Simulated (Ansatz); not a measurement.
# What Sn2TeO (built on the sites of a database entry of SnO) distorts into

Aim: this structure of Sn2TeO (built on the sites of a database entry of SnO) is to be tested for unstable modes, and one is followed downhill.

Calculated with Ansatz 0.2.0; DFT PBEsol, scalar-relativistic, plane waves, PAW.

Most raw output is cut from this account.

The structure was built from a prototype and need not be the compound's stable phase.

## (1) The starting structure

The structure is tetragonal, space group P-4m2 (No. 115). The conventional cell has a = 4.655 Å, b = 4.655 Å, c = 4.497 Å, α = 90.00°, β = 90.00°, γ = 90.00°. Nearest to Sn lie 2 Te at 2.77 Å and 2 O at 2.77 Å. O has 4 Sn at 2.77 Å nearest. Te has 4 Sn at 2.77 Å nearest. Farther neighbours and most contacts between anions are not listed.

As a file:

```cif
data_structure
_symmetry_space_group_name_H-M 'P-4m2'
_symmetry_Int_Tables_number 115
_cell_length_a 4.6546
_cell_length_b 4.6546
_cell_length_c 4.4974
_cell_angle_alpha 90.000
_cell_angle_beta 90.000
_cell_angle_gamma 90.000
_cell_volume 97.44
loop_
_atom_site_label
_atom_site_type_symbol
_atom_site_symmetry_multiplicity
_atom_site_Wyckoff_symbol
_atom_site_fract_x
_atom_site_fract_y
_atom_site_fract_z
_atom_site_occupancy
Sn1 Sn 2 g 0.50000 0.00000 0.33288 1
O1 O 1 a 0.00000 0.00000 0.00000 1
Te1 Te 1 b 0.50000 0.50000 0.00000 1
```

## (2) The dispersion

The cell comes from relaxations at this level that are not shown. Stability and thermal properties need the whole zone. Linear response on a 2×2×2 q mesh gives force constants as far as a supercell of that size would.

The input, input.yaml:

```yaml
crystal:
  lattice:
    - [4.6545958854, 0.0, 0.0]
    - [0.0, 4.6545958854, 0.0]
    - [0.0, 0.0, 4.4974265172]
  atoms:
    - { symbol: Sn, position: [0.5, 0.0, 0.3328754615] }
    - { symbol: Sn, position: [0.0, 0.5, 0.6671245385] }
    - { symbol: O, position: [0.0, 0.0, 0.0] }
    - { symbol: Te, position: [0.5, 0.5, 0.0] }
kpoints:
  mp_grid: { grid: [12, 12, 12] }
hamiltonian:
  xc: pbesol
scf:
  occupations: { method: methfessel_paxton, width: 0.2 }
output:
  eigenvalues: true
phonons:
  method: dfpt
  qmesh: [2, 2, 2]
  temperatures: { t_max: 1000, t_step: 50 }
  qpath:
    path:
      - [[0.0, 0.0, 0.0], [0.0, 0.5, 0.0], [0.5, 0.5, 0.0], [0.0, 0.0, 0.0], [0.0, 0.0, 0.5], [0.0, 0.5, 0.5], [0.5, 0.5, 0.5], [0.0, 0.0, 0.5]]
      - [[0.0, 0.5, 0.0], [0.0, 0.5, 0.5]]
      - [[0.5, 0.5, 0.0], [0.5, 0.5, 0.5]]
    npoints: 10
```

Command:

```bash
$ ansatz run input.yaml --threads 4 --pin off --max-ram 14336MiB --backend cpu --events-out ev --progress --plain --runs-dir out
```

Elapsed: 21 min, on 4 threads of Arm Neoverse V1, shared host; peak memory 2.7 GiB; 82 min of CPU time.

Numbers from this step:

| Item | Value |
| --- | --- |
| volume per atom | 24.36 Å³ |
| gap on the k-mesh | 0 eV |
| sum-rule residual before enforcement | 1.25e-5 eV/Å² |
| lowest frequency on the path | -219.2 cm⁻¹ |
| point group | -42m |
| highest frequency on the path or at a solved wavevector | 208.2 cm⁻¹ |
| highest optical mode at the zone centre (no LO-TO term) | 190.6 cm⁻¹ |
| lowest optical zone-centre mode | -174.3 cm⁻¹ |
| lowest mode on the q mesh (acoustic modes at Γ apart) | -219.2 cm⁻¹ |

Frequencies (cm⁻¹) solved at each irreducible wavevector; negative means imaginary. Frequencies by wavevector, by row:

| q in reciprocal lattice units | star | mode 1 | mode 2 | mode 3 | mode 4 | mode 10 | mode 11 | mode 12 |
| --- | --- | --- | --- | --- | --- | --- | --- | --- |
| 0 0 0 | 1 | -174.3 | -174.3 | -62.4 | 0 | 171 | 190.6 | 190.6 |
| 0 0 -0.5 | 1 | -166.6 | -166.6 | 35.9 | 35.9 | 176.5 | 193.6 | 193.6 |
| 0 -0.5 0 | 2 | -145.9 | -141.3 | -42.3 | -20.9 | 168.9 | 195.2 | 208.2 |
| 0 -0.5 -0.5 | 2 | -160.1 | -140.5 | -80.8 | -23.3 | 179.9 | 190.9 | 194.6 |
| -0.5 -0.5 0 | 1 | -202 | -164.7 | -164.7 | -53.1 | 165.5 | 165.7 | 190.4 |
| -0.5 -0.5 -0.5 | 1 | -219.2 | -181.4 | -181.4 | -57.6 | 162.9 | 162.9 | 197.8 |

Interpolated from a 2×2×2 q mesh, rough between the solved points. Phonon branches along the path, in cm⁻¹:

| point | branch 1 | branch 2 | branch 3 | branch 4 | branch 9 | branch 10 | branch 11 | branch 12 |
| --- | --- | --- | --- | --- | --- | --- | --- | --- |
| Γ | -174 | -174 | -62 | 0 | 110 | 171 | 191 | 191 |
| halfway | -158 | -146 | -91 | 19 | 139 | 168 | 193 | 199 |
| X | -146 | -141 | -42 | -21 | 166 | 169 | 195 | 208 |
| halfway | -181 | -140 | -120 | -61 | 144 | 166 | 191 | 197 |
| M | -202 | -165 | -165 | -53 | 166 | 166 | 166 | 190 |
| halfway | -168 | -132 | -122 | -46 | 133 | 166 | 193 | 197 |
| Γ | -174 | -174 | -62 | 0 | 110 | 171 | 191 | 191 |
| halfway | -170 | -170 | 25 | 25 | 119 | 172 | 192 | 192 |
| Z | -167 | -167 | 36 | 36 | 120 | 176 | 194 | 194 |
| halfway | -153 | -149 | -78 | 24 | 149 | 174 | 193 | 194 |
| R | -160 | -140 | -81 | -23 | 167 | 180 | 191 | 195 |
| halfway | -195 | -149 | -142 | -62 | 153 | 165 | 182 | 197 |
| A | -219 | -181 | -181 | -58 | 161 | 163 | 163 | 198 |
| halfway | -174 | -140 | -125 | -50 | 143 | 168 | 188 | 197 |
| Z | -167 | -167 | 36 | 36 | 120 | 176 | 194 | 194 |
| jump to X | -146 | -141 | -42 | -21 | 166 | 169 | 195 | 208 |
| halfway | -153 | -141 | -63 | -22 | 166 | 174 | 195 | 200 |
| R | -160 | -140 | -81 | -23 | 167 | 180 | 191 | 195 |
| jump to M | -202 | -165 | -165 | -53 | 166 | 166 | 166 | 190 |
| halfway | -210 | -173 | -173 | -55 | 163 | 164 | 164 | 194 |
| A | -219 | -181 | -181 | -58 | 161 | 163 | 163 | 198 |

Symmetry leaves 6 wavevectors to solve. The lowest mode among them, the acoustic zeros apart, lies at q = (-0.5, -0.5, -0.5) and is imaginary, 219.2i cm⁻¹, so the energy falls along it.

## (3) The mode frozen in, largest atomic shift 0 Å

The mode followed lies at q = (-0.5, -0.5, -0.5) with frequency 219.2i cm⁻¹, the softest among the wavevectors solved. At small amplitude the distorted cell has space group no. 121 by a symmetry search on the positions. The undistorted cell that holds it gives the zero of energy on the same k mesh.

System of this step: Sn2TeO (built on the sites of a database entry of SnO). The structure is tetragonal, space group P-4m2 (No. 115). Conventional cell: a = 4.655 Å, b = 4.655 Å, c = 4.497 Å, α = 90.00°, β = 90.00°, γ = 90.00°. Nearest to Sn lie 2 Te at 2.77 Å and 2 O at 2.77 Å. O has 4 Sn at 2.77 Å nearest. Te has 4 Sn at 2.77 Å nearest. Farther neighbours and most contacts between anions are not listed.

The input, input.yaml:

```yaml
crystal:
  lattice:
    - [4.6545958854, 0.0, 4.4974265172]
    - [4.6545958854, 0.0, -4.4974265172]
    - [0.0, 4.6545958854, 4.4974265172]
  atoms:
    - { symbol: Sn, position: [0.4164377308, 0.0835622692, 0.0] }
    - { symbol: Sn, position: [0.9164377308, 0.5835622692, 0.0] }
    - { symbol: Sn, position: [0.0835622692, 0.9164377308, 0.5] }
    - { symbol: Sn, position: [0.5835622692, 0.4164377308, 0.5] }
    - { symbol: O, position: [0.5, 0.5, 0.0] }
    - { symbol: O, position: [0.0, 0.0, 0.0] }
    - { symbol: Te, position: [0.0, 0.5, 0.5] }
    - { symbol: Te, position: [0.5, 0.0, 0.5] }
kpoints:
  mp_grid: { grid: [8, 8, 8] }
hamiltonian:
  xc: pbesol
scf:
  occupations: { method: methfessel_paxton, width: 0.2 }
output:
  forces: true
  stress: true
  eigenvalues: true
```

Wall time 17 s (4 threads); peak memory 0.8 GiB.

Numbers from this step:

```
pressure                         : 0.002832 GPa
energy from the undistorted cell : 0 meV/atom
```

The run ends at a pressure of 0.00 GPa, with forces up to 0.0038 eV/Å.

## (4) The mode frozen in, largest atomic shift 0.6 Å

The atoms are moved along the unstable eigenvector, the largest shift by 0.6 Å, with the cell fixed.

input.yaml, the sections that differ from step 3:

```yaml
crystal:
  lattice:
    - [4.6545958854, 0.0, 4.4974265172]
    - [4.6545958854, 0.0, -4.4974265172]
    - [0.0, 4.6545958854, 4.4974265172]
  atoms:
    - { symbol: Sn, position: [0.4081275801, 0.0752521186, 0.0] }
    - { symbol: Sn, position: [0.9247478814, 0.5918724199, 0.0] }
    - { symbol: Sn, position: [0.0918724199, 0.9081275801, 0.4833796987] }
    - { symbol: Sn, position: [0.5752521186, 0.4247478814, 0.5166203013] }
    - { symbol: O, position: [0.4332951858, 0.5667048142, 0.0] }
    - { symbol: O, position: [0.0667048142, -0.0667048142, 0.0] }
    - { symbol: Te, position: [0.0, 0.5, 0.5] }
    - { symbol: Te, position: [0.5, 0.0, 0.5] }
# kpoints, hamiltonian, scf, output: as in step 3
```

The job ended after 18 s (4 threads; peak memory 0.81 GiB; 72 s of CPU time).

This step gave:

* pressure: 1.227 GPa
* energy from the undistorted cell: -119.5 meV/atom

The energy, extrapolated to zero smearing, is -119.47 meV/atom against the undistorted cell.

The run ends at a pressure of 1.23 GPa, with forces up to 1.5 eV/Å.

## (5) Energy along the mode, all amplitudes (two of the runs are shown above)

An imaginary frequency means negative curvature, so the energy should fall and then rise again as anharmonic terms take over.

Numbers from this step:

| Property | Result |
| --- | --- |
| depth at the lowest point sampled | 119.5 meV/atom |
| largest atomic shift at that point | 0.6 Å |

The energy from the parent by largest atomic shift:

| largest atomic shift (Å) | energy from the parent (meV/atom) |
| --- | --- |
| 0.000 | 0 |
| 0.040 | -0.699 |
| 0.080 | -2.79 |
| 0.140 | -8.45 |
| 0.220 | -20.4 |
| 0.320 | -41.4 |
| 0.450 | -75.9 |
| 0.600 | -119 |

Displacement at unit largest shift by atom:

| atom | x (Å) | y (Å) | z (Å) | size |
| --- | --- | --- | --- | --- |
| Sn1 | -0.13 | 0.00 | 0.00 | 0.13 |
| Sn2 | 0.13 | 0.00 | 0.00 | 0.13 |
| Sn3 | 0.00 | -0.13 | 0.00 | 0.13 |
| Sn4 | 0.00 | 0.13 | 0.00 | 0.13 |
| O5 | 0.00 | 0.00 | -1.00 | 1.00 |
| O6 | 0.00 | 0.00 | 1.00 | 1.00 |
| Te7 | 0.00 | 0.00 | 0.00 | 0.00 |
| Te8 | 0.00 | 0.00 | 0.00 | 0.00 |

The lowest of the steps tried is the last one, at 0.6 Å, 119 meV/atom below the parent; the bottom of the well need not coincide with a step.

## (6) Relaxation from the frozen mode

Starting from the lowest point found, all atoms and the cell are let go, so that strain and other modes of the same symmetry can join in.

input.yaml, as its differences from that of step 4:

```diff
@@ -24 +24,6 @@
   eigenvalues: true
+relax:
+  adjacent_minimum: "off"
+  f_tol: 0.002
+  max_steps: 120
+  cell: { stress_tol: 0.03 }
```

The job ended after 16 min (4 threads; peak memory 0.98 GiB; 64 min of CPU time).

The steps of the relaxation (22 of 40):

| step | energy less that of the first step (eV) | largest force component (eV/Å) | pressure (GPa) | volume (Å³) |
| --- | --- | --- | --- | --- |
| 1 | 0.0000 | 1.3374 | 1.23 | 194.88 |
| 3 | -1.9766 | 0.7542 | 5.24 | 203.04 |
| 5 | -2.4339 | 0.3696 | 0.49 | 239.84 |
| 7 | -2.4710 | 0.0416 | -0.12 | 239.08 |
| 8 | -2.4740 | 0.0066 | -0.01 | 238.57 |
| 10 | -2.4747 | 0.0071 | -0.03 | 238.14 |
| 12* | -2.6374 | 0.0200 | 0.77 | 238.02 |
| 14 | -2.7336 | 0.0569 | 0.20 | 249.88 |
| 16 | -2.7432 | 0.0365 | -0.07 | 250.36 |
| 18 | -2.7434 | 0.2181 | 0.53 | 246.69 |
| 20 | -2.7484 | 0.0028 | -0.01 | 248.05 |
| 21 | -2.7485 | 0.0002 | 0.00 | 247.96 |
| 23 | -2.8060 | 0.0508 | 0.18 | 248.71 |
| 25 | -2.8208 | 0.0230 | -0.01 | 249.30 |
| 27 | -2.8206 | 0.0018 | 0.00 | 249.98 |
| 29 | -2.8375 | 0.0067 | 0.03 | 250.44 |
| 31 | -2.8368 | 0.0015 | 0.00 | 251.64 |
| 33 | -2.8410 | 0.0322 | 0.04 | 252.66 |
| 34 | -2.8408 | 0.0160 | 0.02 | 252.85 |
| 36 | -2.8410 | 0.0004 | 0.00 | 252.77 |
| 38 | -2.8429 | 0.0028 | 0.00 | 253.22 |
| 40* | -2.8438 | 0.0008 | 0.01 | 253.48 |

Relaxation steps marked * repeat the geometry before them on a plane-wave basis chosen anew for their cell, so energy and pressure can jump there. Other such steps can lie between the rows shown. Relaxation step 18 was tried and not accepted.

The run keeps the 8 symmetry operations that it works with, so distortions that break them were not tested.

| cell as run | before | after | change |
| --- | --- | --- | --- |
| a (Å) | 6.472 | 7.916 | +22.3 % |
| b (Å) | 6.472 | 7.916 | +22.3 % |
| c (Å) | 6.472 | 7.916 | +22.3 % |
| α (°) | 118.87 | 133.88 | +12.6 % |
| β (°) | 61.13 | 46.12 | -24.6 % |
| γ (°) | 88.03 | 112.72 | +28.0 % |
| volume (Å³/atom) | 24.36 | 31.69 | +30.1 % |

The atoms that moved most (Å, as changes of fractional coordinates times the final cell):

| atom | dx | dy | dz | length |
| --- | --- | --- | --- | --- |
| O5 | 0.000 | 0.000 | -0.889 | 0.889 |
| O6 | 0.000 | 0.000 | 0.889 | 0.889 |
| Sn2 | 0.151 | 0.000 | -0.193 | 0.245 |
| Sn4 | 0.000 | 0.151 | 0.193 | 0.245 |
| Sn1 | -0.151 | 0.000 | -0.193 | 0.245 |
| Sn3 | 0.000 | -0.151 | 0.193 | 0.245 |

Final coordinates:

```cif
data_structure
_symmetry_space_group_name_H-M 'P 1'
_symmetry_Int_Tables_number 1
_cell_length_a 7.9162
_cell_length_b 7.9162
_cell_length_c 7.9162
_cell_angle_alpha 133.878
_cell_angle_beta 46.122
_cell_angle_gamma 112.721
_cell_volume 253.48
loop_
_atom_site_label
_atom_site_type_symbol
_atom_site_fract_x
_atom_site_fract_y
_atom_site_fract_z
_atom_site_occupancy
Sn1 Sn 0.37624 0.07268 0.00000 1
Sn2 Sn 0.92732 0.62376 0.00000 1
Sn3 Sn 0.12376 0.87624 0.44893 1
Sn4 Sn 0.57268 0.42732 0.55107 1
O5 O 0.36586 0.63414 0.00000 1
O6 O 0.13414 0.86586 0.00000 1
Te7 Te 0.00000 0.50000 0.50000 1
Te8 Te 0.50000 0.00000 0.50000 1
```

This step gave:

- pressure: 0.005108 GPa
- volume per atom: 31.69 Å³

The distorted start has space group I-42m; the relaxation ends in I-42m.

## (7) The new phase in its own primitive cell

The relaxed structure is symmetrised, reduced to its primitive cell and relaxed tightly, as its phonons need.

The input, input.yaml:

```yaml
crystal:
  lattice:
    - [-3.1008750656, 3.1008750656, 6.5905778129]
    - [3.1008750656, -3.1008750656, 6.5905778129]
    - [3.1008750656, 3.1008750656, -6.5905778129]
  atoms:
    - { symbol: Sn, position: [0.6773174336, 0.1262437314, 0.0] }
    - { symbol: Sn, position: [0.1262437314, 0.6773174336, 0.0] }
    - { symbol: Sn, position: [0.3226825664, 0.3226825664, 0.4489262978] }
    - { symbol: Sn, position: [0.8737562686, 0.8737562686, 0.5510737022] }
    - { symbol: O, position: [0.1158648258, 0.1158648258, 0.0] }
    - { symbol: O, position: [0.8841351742, 0.8841351742, 0.0] }
    - { symbol: Te, position: [0.75, 0.25, 0.5] }
    - { symbol: Te, position: [0.25, 0.75, 0.5] }
kpoints:
  mp_grid: { grid: [8, 8, 8] }
hamiltonian:
  xc: pbesol
scf:
  occupations: { method: methfessel_paxton, width: 0.2 }
output:
  forces: true
  stress: true
  eigenvalues: true
relax:
  adjacent_minimum: "off"
  f_tol: 0.001
  max_steps: 60
  cell: { stress_tol: 0.01 }
```

Wall time 6.8 min (4 threads); peak memory 1 GiB; 27 min of CPU time.

The steps of the relaxation:

| step | energy less that of the first step (eV) | largest force component (eV/Å) | pressure (GPa) | volume (Å³) |
| --- | --- | --- | --- | --- |
| 1 | 0.0000 | 0.0008 | 0.01 | 253.48 |
| 2 | 0.0001 | 0.0041 | 0.00 | 253.59 |
| 3 | 0.0002 | 0.0059 | -0.01 | 253.73 |
| 4 | 0.0004 | 0.0060 | -0.02 | 253.97 |
| 5 | 0.0006 | 0.0042 | 0.01 | 254.15 |
| 6 | 0.0005 | 0.0003 | 0.00 | 254.01 |
| 7* | -0.0004 | 0.0003 | 0.00 | 254.01 |
| 8 | 0.0000 | 0.0009 | 0.00 | 254.34 |
| 9 | 0.0001 | 0.0003 | 0.00 | 254.45 |
| 10* | -0.0005 | 0.0004 | 0.00 | 254.45 |
| 11 | -0.0001 | 0.0009 | 0.00 | 254.89 |
| 12* | -0.0006 | 0.0009 | 0.00 | 254.89 |
| 13 | -0.0003 | 0.0003 | 0.00 | 255.13 |
| 14* | -0.0007 | 0.0003 | 0.00 | 255.13 |

Relaxation steps marked * repeat the geometry before them on a plane-wave basis chosen anew for their cell, so energy and pressure can jump there.

The run keeps the 8 symmetry operations that it works with, so distortions that break them were not tested.

| conventional cell, symmetrised | before | after | change |
| --- | --- | --- | --- |
| a (Å) | 6.202 | 6.149 | -0.9 % |
| b (Å) | 6.202 | 6.149 | -0.9 % |
| c (Å) | 13.181 | 13.497 | +2.4 % |
| volume (Å³/atom) | 31.69 | 31.89 | +0.6 % |

The atoms that moved most (Å, as changes of fractional coordinates times the final cell):

| atom | dx | dy | dz | length |
| --- | --- | --- | --- | --- |
| O5 | 0.000 | 0.000 | -0.047 | 0.047 |
| O6 | 0.000 | 0.000 | 0.047 | 0.047 |
| Sn4 | -0.015 | -0.015 | 0.027 | 0.035 |
| Sn1 | 0.015 | -0.015 | -0.027 | 0.035 |
| Sn2 | -0.015 | 0.015 | -0.027 | 0.035 |
| Sn3 | 0.015 | 0.015 | 0.027 | 0.035 |

Numbers from this step:

```
pressure        : -8.28e-4 GPa
volume per atom : 31.89 Å³
```

The largest force component left is 0.31 meV/Å and the pressure is -0.001 GPa, within the tolerances set. The cell now holds 31.89 Å³/atom.

## (8) Modes of the new phase, k-mesh 8×8×8

A relaxed structure may still be a saddle point, so its zone-centre modes are computed. No field response is asked, since the mesh shows no gap.

The input, input.yaml:

```yaml
crystal:
  lattice:
    - [-3.0742947479, 3.0742947479, 6.7486096872]
    - [3.0742947479, -3.0742947479, 6.7486096872]
    - [3.0742947479, 3.0742947479, -6.7486096872]
  atoms:
    - { symbol: Sn, position: [0.6728102972, 0.1266941055, 0.0] }
    - { symbol: Sn, position: [0.1266941055, 0.6728102972, 0.0] }
    - { symbol: Sn, position: [0.3271897028, 0.3271897028, 0.4538838084] }
    - { symbol: Sn, position: [0.8733058945, 0.8733058945, 0.5461161916] }
    - { symbol: O, position: [0.1124083015, 0.1124083015, 0.0] }
    - { symbol: O, position: [0.8875916985, 0.8875916985, 0.0] }
    - { symbol: Te, position: [0.75, 0.25, 0.5] }
    - { symbol: Te, position: [0.25, 0.75, 0.5] }
kpoints:
  mp_grid: { grid: [8, 8, 8] }
hamiltonian:
  xc: pbesol
scf:
  occupations: { method: methfessel_paxton, width: 0.2 }
output:
  eigenvalues: true
phonons:
  method: dfpt
```

The job ended after 26 min (4 threads; peak memory 9.7 GiB).

Numbers from this step:

```
sum-rule residual before enforcement                    : 2.63e-5 eV/Å²
highest optical mode at the zone centre (no LO-TO term) : 709.0 cm⁻¹
lowest optical zone-centre mode                         : -58.46 cm⁻¹
```

Patterns of degenerate modes are one choice out of their space. The modes at Γ (shares of kinetic energy by element, %) (negative means imaginary):

| mode | frequency (cm⁻¹) | symmetry | Sn % | O % | Te % |
| --- | --- | --- | --- | --- | --- |
| 1 | -58.5 | B2 | 25 | 75 | 0 |
| 2 | -35.0 | E | 34 | 38 | 28 |
| 3 | -35.0 | E | 34 | 38 | 28 |
| 4 | 0.0 | acoustic | 62 | 4 | 33 |
| 5 | 0.0 | acoustic | 62 | 4 | 33 |
| 6 | 0.0 | acoustic | 62 | 4 | 33 |
| 7 | 27.1 | B1 | 60 | 0 | 40 |
| 8 | 44.2 | E | 81 | 7 | 12 |
| 9 | 44.2 | E | 81 | 7 | 12 |
| 10 | 88.3 | E | 44 | 49 | 7 |
| 11 | 88.3 | E | 44 | 49 | 7 |
| 12 | 105.4 | A2 | 100 | 0 | 0 |
| 13 | 108.2 | A1 | 94 | 6 | 0 |
| 14 | 120.6 | E | 31 | 7 | 62 |
| 15 | 120.6 | E | 31 | 7 | 62 |
| 16 | 126.5 | E | 42 | 1 | 57 |
| 17 | 126.5 | E | 42 | 1 | 57 |
| 18 | 135.3 | B1 | 40 | 0 | 60 |
| 19 | 148.3 | B2 | 31 | 3 | 66 |
| 20 | 159.2 | A1 | 40 | 60 | 0 |
| 21 | 226.6 | A1 | 66 | 34 | 0 |
| 22 | 228.2 | B2 | 82 | 17 | 0 |
| 23 | 709.0 | E | 6 | 94 | 0 |
| 24 | 709.0 | E | 6 | 94 | 0 |

Displacements in mode 1 (-58.5 cm⁻¹), the largest set to 1:
```
Sn1  0.09 -0.09 -0.07
Sn2 -0.09  0.09 -0.07
Sn3 -0.09 -0.09 -0.07
Sn4  0.09  0.09 -0.07
O5   0.00  0.00  1.00
O6   0.00  0.00  1.00
Te7  0.00  0.00  0.00
Te8  0.00  0.00  0.00
```

Displacements in mode 18 (135.3 cm⁻¹), the largest set to 1:
```
Sn1 -0.42 -0.42  0.00
Sn2  0.42  0.42  0.00
Sn3 -0.42  0.42  0.00
Sn4  0.42 -0.42  0.00
O5   0.00  0.00  0.00
O6   0.00  0.00  0.00
Te7  0.00  0.00 -1.00
Te8  0.00  0.00  1.00
```

Before it was imposed, the acoustic sum rule was missed by 2.6e-5 eV/Å². Small misses are needed for a sound result but don't prove that mesh and cutoff are converged. The lowest optical mode is imaginary, 58.5i cm⁻¹, so the energy falls along it.

## (9) What came out

```json
{
 "unstable mode of the parent": "q = (-0.5, -0.5, -0.5), 219i cm⁻¹",
 "depth at the lowest point sampled": "119 meV/atom",
 "largest atomic shift at that point": "0.6 Å",
 "space group reached (within 0.01 Å)": "I-42m",
 "energy gained over the parent (first relaxation, on the mesh of the frozen mode)": "475 meV/atom",
 "volume per atom, phase reached": "31.9 Å³",
 "lowest optical zone-centre mode, phase reached": "-58.5 cm⁻¹",
 "highest optical mode at the zone centre (no LO-TO term), phase reached": "709 cm⁻¹"
}
```

In words: Along this mode the structure falls into I-42m, 475 meV/atom below the parent. At the parent's cell the well is 119.5 meV/atom deep on the steps tried, with its lowest point at a shift of 0.6 Å. That is the last step tried, so the steps alone don't bracket the bottom of the well. Relaxing atoms and cell changes the gain by +355.29 meV/atom against the lowest step (energies at zero smearing). Most of the total comes from this relaxation. The new phase still has an imaginary mode at the zone centre of its cell, so it is a saddle point on the way to a lower structure. Of the 2 patterns followed to their end from this parent, this one ends 64.1 meV/atom above the lowest, P4/mbm. Each path keeps the symmetry of its pattern, so a lower phase may lie along a pattern not tried. The q mesh stands for a supercell only 9.0 Å across, so branches between the solved wavevectors are rough. With no gap, or one that is small against the smearing, the frequencies hang on the k mesh and the smearing, most of all near Kohn anomalies. A semilocal functional can close a gap that the real compound would have, so the metallic treatment may be an artefact of the level. Spin-orbit coupling is left out, which can matter for the heavy elements here. The starting cell was built on a prototype and not taken from a measurement, so the phase need not exist.

[Logs are printed without paths, hosts, clocks, repeated set-up lines and the standing remarks that a program may print on its own settings, such as how far it seeks lower states.]

[Hosts, paths, dates, database ids (printed as entryN), source tags and the programs' standing remarks are cut or masked in the printed files.]
